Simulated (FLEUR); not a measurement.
Computed results, one entry a study.

```
! title: Collinear magnetic orders of free Co(0001) film, 1 layer with FLEUR
! method: LDA (VWN); all-electron FLAPW film, Dirac cores, scalar-relativistic bands (and 1 further level or step)
! program: FLEUR MaX-R8.1
! settings of one run: kmax 3.64 1/bohr, gmax 10.9 1/bohr, muffin tin radii Co: 2.25 bohr, lmax Co: [8, 6], hist occupations, smearing width 0.05 eV, mixer Anderson, mixing 0.03, max iterations 120, stop 2.00e-5 me/bohr³, film mode on, collinear spin, 18×18×1 k-mesh, mesh matched on, starting moments 2 μB
! cost: 4 runs, 2.3 min in all on 4 MPI ranks of Arm Neoverse N1, shared host (the runs of this entry)
! notes: The run is spin-polarised, with a total moment of 1.88 μB a cell. Only 3 starts were tried; other patterns of signs, canted and longer-period orders were not.
! lowest state found: ferromagnetic (initial ferro +)
! largest site spin moment: 1.93 μB
! next finished state: antiferromagnetic, 258 meV a seeded atom higher
! energy gained by spin polarisation: 472 meV a seeded atom
! hyperfine field at Co1, along its moment: -1.25 T
! orbital moment on the atom of largest spin, along its spin (spin–orbit run): 0.0950 μB
CELL_PARAMETERS angstrom
2.50700 0.00000 0.00000
-1.25350 2.17113 0.00000
0.00000 0.00000 14.00000
ATOMIC_POSITIONS crystal
Co 0.66667 0.33333 0.50000
```

[Logs and program files are shortened in this print: banners, set-up blocks, solver, clock and traceback lines can be left out without a mark of their own.]

[Logs are printed without paths, hosts, clocks, repeated set-up lines and the standing remarks that a program may print on its own settings, such as how far it seeks lower states.]

[Hosts, paths, dates, database ids (printed as entryN), source tags and the programs' standing remarks are cut or masked in the printed files.]

[Where a cell is said to come from a database of computed structures, the database is the Materials Project.]
